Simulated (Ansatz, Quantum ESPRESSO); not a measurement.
# Thickness dependence of 1T-PtS2, part 6 of 8

What does each added layer of 1T-PtS2 bring in screening, and what does it do to the gap?

Quantum ESPRESSO 7.5; plane-wave DFT, PBE, GBRV ultrasoft pseudopotentials; geometry by Ansatz 0.2.0 with PAW datasets.

So far. Step 13 (Potential by pp.x, 2 layers): The slope in the vacuum is 0.100 eV/Å for an applied 0.10 V/Å, as it should be. Step 14 (Band structure, 2 layers: no field): Along this path the valence top lies between Γ and M and the conduction bottom between Γ and M.

### 16. Relaxation with Ansatz, 3 layers

Level of this step: plane-wave DFT, PBE-D3(BJ), Ansatz PAW (Ansatz 0.2.0).

System of this step: 1T-PtS2, 3 layers, AA stacking. The cell holds 9 atoms: 6 S and 3 Pt. Cell: a = 3.570 Å, b = 3.570 Å, c = 29.642 Å, α = 90.0°, β = 90.0°, γ = 120.0°. It derives from PtS2. Vacuum lies along c.

input.yaml

```yaml
crystal:
  lattice:
    - [3.57, 0.0, 0.0]
    - [-1.785, 3.0917106915, 0.0]
    - [0.0, 0.0, 29.6422591801]
  atoms:
    - { symbol: S, position: [0.6666666667, 0.3333333333, 0.2867527724] }
    - { symbol: Pt, position: [0.0, 0.0, 0.3207259993] }
    - { symbol: S, position: [0.3333333333, 0.6666666667, 0.3546992262] }
    - { symbol: S, position: [0.6666666667, 0.3333333333, 0.4660267731] }
    - { symbol: Pt, position: [0.0, 0.0, 0.5] }
    - { symbol: S, position: [0.3333333333, 0.6666666667, 0.5339732269] }
    - { symbol: S, position: [0.6666666667, 0.3333333333, 0.6453007738] }
    - { symbol: Pt, position: [0.0, 0.0, 0.6792740007] }
    - { symbol: S, position: [0.3333333333, 0.6666666667, 0.7132472276] }
kpoints:
  mp_grid: { grid: [12, 12, 1] }
hamiltonian:
  xc: pbe
  dispersion: d3bj
scf:
  occupations: { method: fermi_dirac, width: 0.05 }
  convergence: { dr2_threshold: 1.0e-08 }
efield:
  axis: 3
  dipole_correction: true
  ramp_position: 0.97
  ramp_width: 0.04
relax:
  f_tol: 0.01
  cell: { fix: [c, alpha, beta] }
output:
  write_potential: true
  write_density: true
  volumetric_format: npy
```

Command:

```sh
$ ansatz run input.yaml --threads 4 --pin off --max-ram 8192MiB --backend cpu --events-out ev --progress --plain --runs-dir out
```

Numbers of over 12 decimals in the logs are rounded to 6 here.

What it wrote:

```text
[...]
Crystal: 9 atoms, lattice volume = 327.174 Å³
Basis set: ecut = 420 eV, 6285 PW (Γ), exchange–correlation on 48×48×400 points (8 copies of the dense FFT grid, shifted against one another)
Bands: 54, of which v1, the nominal top of the filled ones, is band 45 counted from 1 (44 counted from 0)
Symmetry: 6 space group operations
k-points: 19 of 144 (time reversal used)
[...]
SCF iter   1: F=—  HF=-42985.888639 eV  |F-HF|=—  |Δ(HF+E_count)|=         —  Δρ=3.19e-3  dr2=6.60e-2  ethr=1.77e-3  p=-0.000 e·Å  D=-6.59e-5 V/Å  ΔV_dip=0.00 eV  dr2_dipole=4.88e-9  V_vac-E_F(+/−)=5.35/5.35 eV  ⟨swp⟩=9.8  Hψ=5117  notcnv=0
[...]
SCF iter  10: F=-42985.871392 eV  HF=-42985.871392 eV  |F-HF|=6.40e-10  |Δ(HF+E_count)|=   4.26e-9  Δρ=4.24e-7  dr2=7.12e-10  ethr=1.11e-11  p=-0.000 e·Å  D=-4.47e-7 V/Å  ΔV_dip=0.00 eV  dr2_dipole=2.73e-11  V_vac-E_F(+/−)=5.12/5.12 eV  ⟨swp⟩=9.3  Hψ=7197  notcnv=0
SCF 1 converged in 10 iterations: F = -42985.871392 eV  dr2 = 7.12e-10
[...]
relax step   1: F+E_penalty+E_count = -42985.87139165 eV  Δ(F+E_penalty+E_count) = +0.000e0 eV  max|allowed force component| = 3.133e0 eV/Å  Δτ_max = 0.0000 Å  P = +9.229 GPa  Ω = 327.174 Å³  fix = [c, alpha, beta]  reactions: c +8.170 GPa  (10 SCF iters, accepted)
Crystal: 9 atoms, lattice volume = 330.184 Å³
Basis set: ecut = 420 eV, 6321 PW (Γ), exchange–correlation on 48×48×400 points (8 copies of the dense FFT grid, shifted against one another)
[...]
SCF iter  10: F=-42987.799557 eV  HF=-42987.799557 eV  |F-HF|=1.59e-9  |Δ(HF+E_count)|=   7.12e-9  Δρ=8.88e-7  dr2=6.28e-9  ethr=7.37e-12  p=0.000 e·Å  D=1.73e-6 V/Å  ΔV_dip=-0.00 eV  dr2_dipole=6.98e-10  V_vac-E_F(+/−)=5.28/5.28 eV  ⟨swp⟩=7.9  Hψ=7418  notcnv=0
SCF 2 converged in 10 iterations: F = -42987.799557 eV  dr2 = 6.28e-9
[...]
relax step   2: F+E_penalty+E_count = -42987.79955749 eV  Δ(F+E_penalty+E_count) = -1.928e0 eV  max|allowed force component| = 4.607e-1 eV/Å  Δτ_max = 0.1940 Å  P = +0.125 GPa  Ω = 330.184 Å³  energy of the carried Pulay correction = -3.426e-4 eV  fix = [c, alpha, beta]  reactions: c +0.689 GPa  (10 SCF iters, accepted)
Crystal: 9 atoms, lattice volume = 320.694 Å³
Basis set: ecut = 420 eV, 6225 PW (Γ), exchange–correlation on 48×48×400 points (8 copies of the dense FFT grid, shifted against one another)
[...]
SCF iter  10: F=-42987.906540 eV  HF=-42987.906540 eV  |F-HF|=3.43e-9  |Δ(HF+E_count)|=   3.91e-8  Δρ=7.63e-7  dr2=6.37e-9  ethr=1.11e-11  p=0.000 e·Å  D=1.91e-6 V/Å  ΔV_dip=-0.00 eV  dr2_dipole=1.24e-9  V_vac-E_F(+/−)=5.23/5.23 eV  ⟨swp⟩=9.4  Hψ=7130  notcnv=0
SCF 3 converged in 10 iterations: F = -42987.906540 eV  dr2 = 6.37e-9
[...]
relax step   3: F+E_penalty+E_count = -42987.90654008 eV  Δ(F+E_penalty+E_count) = -1.070e-1 eV  max|allowed force component| = 1.266e-1 eV/Å  Δτ_max = 0.1920 Å  P = +0.014 GPa  Ω = 320.694 Å³  energy of the carried Pulay correction = +7.484e-4 eV  fix = [c, alpha, beta]  reactions: c -0.689 GPa  (10 SCF iters, accepted)
[...]
relax step   4: F+E_penalty+E_count = -42987.94621339 eV  Δ(F+E_penalty+E_count) = -3.967e-2 eV  max|allowed force component| = 1.089e-1 eV/Å  Δτ_max = 0.1948 Å  P = +0.011 GPa  Ω = 323.131 Å³  energy of the carried Pulay correction = +4.652e-4 eV  fix = [c, alpha, beta]  reactions: c -0.425 GPa  (11 SCF iters, accepted)
[...]
relax step   5: F+E_penalty+E_count = -42987.96883721 eV  Δ(F+E_penalty+E_count) = -2.262e-2 eV  max|allowed force component| = 3.449e-2 eV/Å  Δτ_max = 0.1904 Å  P = -0.023 GPa  Ω = 325.755 Å³  energy of the carried Pulay correction = +1.625e-4 eV  fix = [c, alpha, beta]  reactions: c -0.155 GPa  (12 SCF iters, accepted)
[...]
relax step   6: F+E_penalty+E_count = -42987.97048175 eV  Δ(F+E_penalty+E_count) = -1.645e-3 eV  max|allowed force component| = 1.520e-2 eV/Å  Δτ_max = 0.1065 Å  P = +0.021 GPa  Ω = 326.904 Å³  energy of the carried Pulay correction = +3.085e-5 eV  fix = [c, alpha, beta]  reactions: c +0.044 GPa  (11 SCF iters, accepted)
[...]
relax step   7: F+E_penalty+E_count = -42987.97102395 eV  Δ(F+E_penalty+E_count) = -5.422e-4 eV  max|allowed force component| = 4.105e-3 eV/Å  Δτ_max = 0.0362 Å  P = -0.010 GPa  Ω = 326.801 Å³  energy of the carried Pulay correction = +4.264e-5 eV  fix = [c, alpha, beta]  reactions: c -0.005 GPa  (10 SCF iters, accepted)
[...]
SCF iter   3: F=-42987.970989 eV  HF=-42987.970989 eV  |F-HF|=1.24e-10  |Δ(HF+E_count)|=  3.49e-10  Δρ=8.74e-7  dr2=9.88e-10  ethr=5.15e-12  p=0.000 e·Å  D=2.18e-7 V/Å  ΔV_dip=-0.00 eV  dr2_dipole=8.56e-12  V_vac-E_F(+/−)=5.12/5.12 eV  ⟨swp⟩=7.0  Hψ=6375  notcnv=0
SCF 8 converged in 3 iterations: F = -42987.970989 eV  dr2 = 9.88e-10
relax step   8: F+E_penalty+E_count = -42987.97098920 eV  Δ(F+E_penalty+E_count) = +3.476e-5 eV  max|allowed force component| = 4.110e-3 eV/Å  Δτ_max = 0.0000 Å  P = -0.012 GPa  Ω = 326.801 Å³  fix = [c, alpha, beta]  reactions: c -0.009 GPa  stress off target by 1.43e-2 GPa on what of the cell is left free  SCF on the basis re-selected at this cell (its energy is not comparable with the rows above)  (3 SCF iters)
[...]
SCF converged after 3 iterations
Free energy (F): -42987.970989 eV
[...]
Internal energy: -42987.970748 eV  (E = F + TS)
E sigma→0 (E₀):  -42987.970869 eV
Entropy (-TS):   -0.000241 eV (-0.027 meV/atom)
Fermi energy:    3.191005 eV
Dipole field:    D = -0.000003 V/Å  (p = -0.000005 e·Å, saw-weighted, corrected)
Work function:   Φ+ = 5.1221 eV   Φ− = 5.1220 eV
[...]
--- Forces (eV/Å), atoms counted from 1 ---
  atom   1  S      0.00000000     0.00000000    -0.00118753
  atom   2  Pt    -0.00000000    -0.00000000    -0.00017135
  atom   3  S     -0.00000000    -0.00000000     0.00410957
  atom   4  S      0.00000000     0.00000000    -0.00349057
  atom   5  Pt    -0.00000000    -0.00000000     0.00000905
  atom   6  S     -0.00000000    -0.00000000     0.00344414
  atom   7  S      0.00000000     0.00000000    -0.00406921
  atom   8  Pt     0.00000000     0.00000000     0.00016253
  atom   9  S     -0.00000000    -0.00000000     0.00119283
  max |Σ_I F_I| component: 5.36e-7 eV/Å
--- Stress (GPa, compression-positive) ---
       -0.014320       0.000000       0.000000
        0.000000      -0.014320      -0.000000
        0.000000      -0.000000      -0.008580
  P = ⅓ Tr σ = -0.0124 GPa (-0.124 kbar)
--- Band table (eV; the first three rows and the last of 19) ---
  k-point 0: bands = [... 41 lower, 1.6719, 1.6719, 2.1145, 2.8528, 4.6784, 4.6784, 5.0774, 5.0774, ... 5 higher]
  k-point 1: bands = [... 41 lower, 1.7171, 1.7421, 2.5417, 2.8962, 4.3753, 4.5371, 4.6717, 4.9682, ... 5 higher]
  k-point 2: bands = [... 41 lower, 1.7572, 1.7697, 2.3832, 2.8041, 4.0431, 4.1644, 4.2894, 4.3650, ... 5 higher]
  k-point 18: bands = [... 41 lower, 1.0968, 1.0968, 1.3416, 1.3416, 3.6175, 3.6175, 4.2273, 4.2273, ... 5 higher]
--- Relaxed structure (7 steps of the walk, 7 accepted, 1 SCFs on fresh bases) ---
[...]
cell:  # Å, volume = 326.8010 Å³
    - [3.567966, 0.0, 0]
    - [-1.783983, 3.089949, 0]
    - [0, 0, 29.6422591801]
  atoms:
    - { symbol: S, position: [0.666667, 0.333333, 0.298969] }
    - { symbol: Pt, position: [0, 0, 0.340712] }
    - { symbol: S, position: [0.333333, 0.666667, 0.381365] }
    - { symbol: S, position: [0.666667, 0.333333, 0.459020] }
    - { symbol: Pt, position: [0, 0, 0.500001] }
    - { symbol: S, position: [0.333333, 0.666667, 0.540981] }
    - { symbol: S, position: [0.666667, 0.333333, 0.618635] }
    - { symbol: Pt, position: [0, 0, 0.659288] }
    - { symbol: S, position: [0.333333, 0.666667, 0.701030] }
```

It took 31 s on 4 threads of Intel Xeon 6975P-C (Granite Rapids), shared host; peak memory 0.98 GiB.

Step by step:

| step | energy less that of the first step (eV) | largest force component (eV/Å) | pressure (GPa) | volume (Å³) |
| --- | --- | --- | --- | --- |
| 1 | 0.0000 | 3.1332 | 9.23 | 327.17 |
| 2 | -1.9282 | 0.4607 | 0.13 | 330.18 |
| 3 | -2.0351 | 0.1266 | 0.01 | 320.69 |
| 4 | -2.0748 | 0.1089 | 0.01 | 323.13 |
| 5 | -2.0974 | 0.0345 | -0.02 | 325.76 |
| 6 | -2.0991 | 0.0152 | 0.02 | 326.90 |
| 7 | -2.0996 | 0.0041 | -0.01 | 326.80 |
| 8* | -2.0996 | 0.0041 | -0.01 | 326.80 |

Relaxation steps marked * repeat the geometry before them on a plane-wave basis chosen anew for their cell, so energy and pressure can jump there.

Forces are held to the 6 operations that the run works with; a distortion that breaks them can't arise in this run.

| cell as run | before | after | change |
| --- | --- | --- | --- |
| a (Å) | 3.570 | 3.568 | -0.1 % |
| b (Å) | 3.570 | 3.568 | -0.1 % |

The atoms that moved most (Å, along periodic axes as changes of fractional coordinates times the final cell, across vacuum about the mean position):

| atom | dx | dy | dz | length |
| --- | --- | --- | --- | --- |
| S7 | 0.000 | 0.000 | -0.790 | 0.790 |
| S3 | 0.000 | 0.000 | 0.790 | 0.790 |
| Pt8 | 0.000 | 0.000 | -0.592 | 0.592 |
| Pt2 | 0.000 | 0.000 | 0.592 | 0.592 |
| S9 | 0.000 | 0.000 | -0.362 | 0.362 |
| S1 | 0.000 | 0.000 | 0.362 | 0.362 |
| S6 | 0.000 | 0.000 | 0.208 | 0.208 |
| S4 | 0.000 | 0.000 | -0.208 | 0.208 |

Read from the output:

```
free energy                                                      : -42987.9710 eV
energy at zero smearing                                          : -42987.9709 eV
Fermi energy                                                     : 3.191 eV
gap by band count                                                : 0.6349 eV
dipole along the normal                                          : -5.17e-6 e·Å
vacuum level at the upper face over a Fermi level inside the gap : 5.122 eV
vacuum level at the lower face over a Fermi level inside the gap : 5.122 eV
```

### 17. Self-consistent run, 3 layers: no field

Level of this step: plane-wave DFT, PBE, GBRV ultrasoft pseudopotentials (Quantum ESPRESSO 7.5).

n3.f0.in

```
&control
  prefix = 'n3.f0'
  outdir = './out'
  pseudo_dir = './pseudo'
  calculation = 'scf'
  tprnfor = .true.
  tefield = .true.
  dipfield = .true.
/
&system
  ibrav = 0
  nat = 9
  ntyp = 2
  ecutwfc = 40
  ecutrho = 200
  occupations = 'smearing'
  smearing = 'fd'
  degauss = 0.004
  edir = 3
  emaxpos = 0.97
  eopreg = 0.04
  eamp = 0.0
  nbnd = 46
/
&electrons
  conv_thr = 1e-09
  mixing_beta = 0.4
  electron_maxstep = 120
  mixing_mode = 'plain'
/
ATOMIC_SPECIES
  S   32.0600  s_pbe_v1.4.uspp.F.UPF
  Pt  195.0840  pt_pbe_v1.4.uspp.F.UPF
CELL_PARAMETERS angstrom
  3.56796606806129 0.00000000000000 -0.00000000000000
  -1.78398303403065 3.08994925478196 0.00000000000000
  -0.00000000000000 0.00000000000000 29.64225918010000
ATOMIC_POSITIONS crystal
  S   0.666666666667 0.333333333333 0.298968947047
  Pt  -0.000000000000 -0.000000000000 0.340711738871
  S   0.333333333333 0.666666666667 0.381364556479
  S   0.666666666667 0.333333333333 0.459020298276
  Pt  -0.000000000000 -0.000000000000 0.500000707189
  S   0.333333333333 0.666666666667 0.540981132437
  S   0.666666666667 0.333333333333 0.618634723183
  Pt  0.000000000000 0.000000000000 0.659287551902
  S   0.333333333333 0.666666666667 0.701030344616
K_POINTS automatic
  12 12 1 0 0 0
```

Command:

```sh
$ OMP_NUM_THREADS=1 mpirun -n 4 pw.x -nk 4 -in n3.f0.in > n3.f0.out
```

What it wrote:

```text
[banner, memory and clock lines left out]
Program PWSCF v.7.5 starts
[...]
number of electrons       =        84.00
     number of Kohn-Sham states=           46
     kinetic-energy cutoff     =      40.0000  Ry
     charge density cutoff     =     200.0000  Ry
[...]
number of k points=    74  Fermi-Dirac smearing, width (Ry)=  0.0040
[...]
Dense  grid:   105289 G-vectors     FFT dimensions: (  32,  32, 256)
[...]
negative rho (up, down):  5.471E-01 0.000E+00
[...]
Starting wfcs are   60 randomized atomic wfcs
[...]
negative rho (up, down):  5.154E-01 0.000E+00
[...]
estimated scf accuracy    <       6.37876624 Ry
[...]
negative rho (up, down):  5.209E-01 0.000E+00
[...]
estimated scf accuracy    <       3.05747476 Ry
[...]
negative rho (up, down):  5.205E-01 0.000E+00
[...]
estimated scf accuracy    <       0.43666916 Ry
[...]
negative rho (up, down):  5.170E-01 0.000E+00
[...]
estimated scf accuracy    <       0.13358617 Ry
[...]
negative rho (up, down):  5.157E-01 0.000E+00
[...]
estimated scf accuracy    <       0.07571882 Ry
[...]
negative rho (up, down):  5.155E-01 0.000E+00
[...]
estimated scf accuracy    <       0.06299774 Ry
[...]
negative rho (up, down):  5.148E-01 0.000E+00
[...]
estimated scf accuracy    <       0.02727591 Ry
[...]
negative rho (up, down):  5.149E-01 0.000E+00
[...]
estimated scf accuracy    <       0.01118513 Ry
[...]
negative rho (up, down):  5.149E-01 0.000E+00
[...]
estimated scf accuracy    <       0.00298562 Ry
[...]
negative rho (up, down):  5.150E-01 0.000E+00
[...]
estimated scf accuracy    <       0.00026837 Ry
[...]
negative rho (up, down):  5.150E-01 0.000E+00
[...]
estimated scf accuracy    <       0.00005446 Ry
[...]
negative rho (up, down):  5.150E-01 0.000E+00
[...]
estimated scf accuracy    <       0.00000616 Ry
[...]
negative rho (up, down):  5.151E-01 0.000E+00
[...]
estimated scf accuracy    <       0.00000192 Ry
[...]
negative rho (up, down):  5.151E-01 0.000E+00
[...]
estimated scf accuracy    <       0.00000231 Ry
[...]
negative rho (up, down):  5.151E-01 0.000E+00
[...]
estimated scf accuracy    <       0.00000014 Ry
[...]
negative rho (up, down):  5.151E-01 0.000E+00
[...]
estimated scf accuracy    <       0.00000020 Ry
[...]
negative rho (up, down):  5.151E-01 0.000E+00
[...]
estimated scf accuracy    <       0.00000015 Ry
[...]
negative rho (up, down):  5.151E-01 0.000E+00
[...]
estimated scf accuracy    <       0.00000002 Ry
[...]
negative rho (up, down):  5.151E-01 0.000E+00
[...]
estimated scf accuracy    <          4.8E-09 Ry
[...]
negative rho (up, down):  5.151E-01 0.000E+00
[...]
Total length         53.7751 bohr
[...]
estimated scf accuracy    <          1.9E-09 Ry
[...]
negative rho (up, down):  5.151E-01 0.000E+00
[...]
Computed dipole along edir(3) :
        Dipole               -0.0000 Ry au,         -0.0000 Debye
        Dipole field         -0.0000 Ry au,
        Potential amp.        0.0000 Ry
        Total length         53.7751 bohr
[...]
the Fermi energy is     3.0750 ev
!    total energy              =    -776.89695678 Ry
     estimated scf accuracy    <          4.3E-10 Ry
     smearing contrib. (-TS)   =      -0.00003279 Ry
     internal energy E=F+TS    =    -776.89692399 Ry
[...]
one-electron contribution =   -6281.01386214 Ry
     hartree contribution      =    3160.73638840 Ry
     xc contribution           =    -221.29348320 Ry
     ewald contribution        =    2564.67403295 Ry
     electric field correction =       0.00000000 Ry
     convergence has been achieved in  21 iterations
     negative rho (up, down):  5.151E-01 0.000E+00
[...]
Total force =     0.009575     Total SCF correction =     0.000126
[...]
```

The job ended after 3.6 min (4 MPI ranks; peak memory 1.2 GiB; 14 min of CPU time).

This step gave:

* free energy: -10570.2216 eV
* energy at zero smearing: -10570.2214 eV
* Fermi energy: 3.075 eV
* dipole along the normal: 0 e·Å
* valence top, on the run's zero: 2.785 eV
* conduction bottom, on the run's zero: 3.418 eV
* gap by band count: 0.6329 eV

### 18. Electrostatic potential, 3 layers

n3.f0.pot.in

```
&inputpp
  prefix = 'n3.f0'
  outdir = './out'
  filplot = 'n3.f0.pot.dat'
  plot_num = 11
/
```

Command:

```sh
$ OMP_NUM_THREADS=1 mpirun -n 4 pp.x -in n3.f0.pot.in > n3.f0.pot.out
```

It took 1.3 s on 4 MPI ranks; peak memory 0.13 GiB.

Numbers from this step:

- slope of the potential above: 2.99e-5 eV/Å
- upper vacuum line continued to the top atoms, over the valence top: 5.417 eV
- slope of the potential below: -2.55e-5 eV/Å
- lower vacuum line continued to the bottom atoms, over the valence top: 5.417 eV
- vacuum level at the upper face over the valence top of the mesh: 5.418 eV
- vacuum level at the lower face over the valence top of the mesh: 5.418 eV

[end of part 6 of 8]

[Logs are printed without paths, hosts, clocks, repeated set-up lines and the standing remarks that a program may print on its own settings, such as how far it seeks lower states.]

[Hosts, paths, dates, database ids (printed as entryN), source tags and the programs' standing remarks are cut or masked in the printed files.]

[Maps of the electrostatic potential energy from Ansatz leave out the sawtooth potential of an applied field or a dipole correction, so their vacuum need not be flat; planar profiles and work functions include it.]
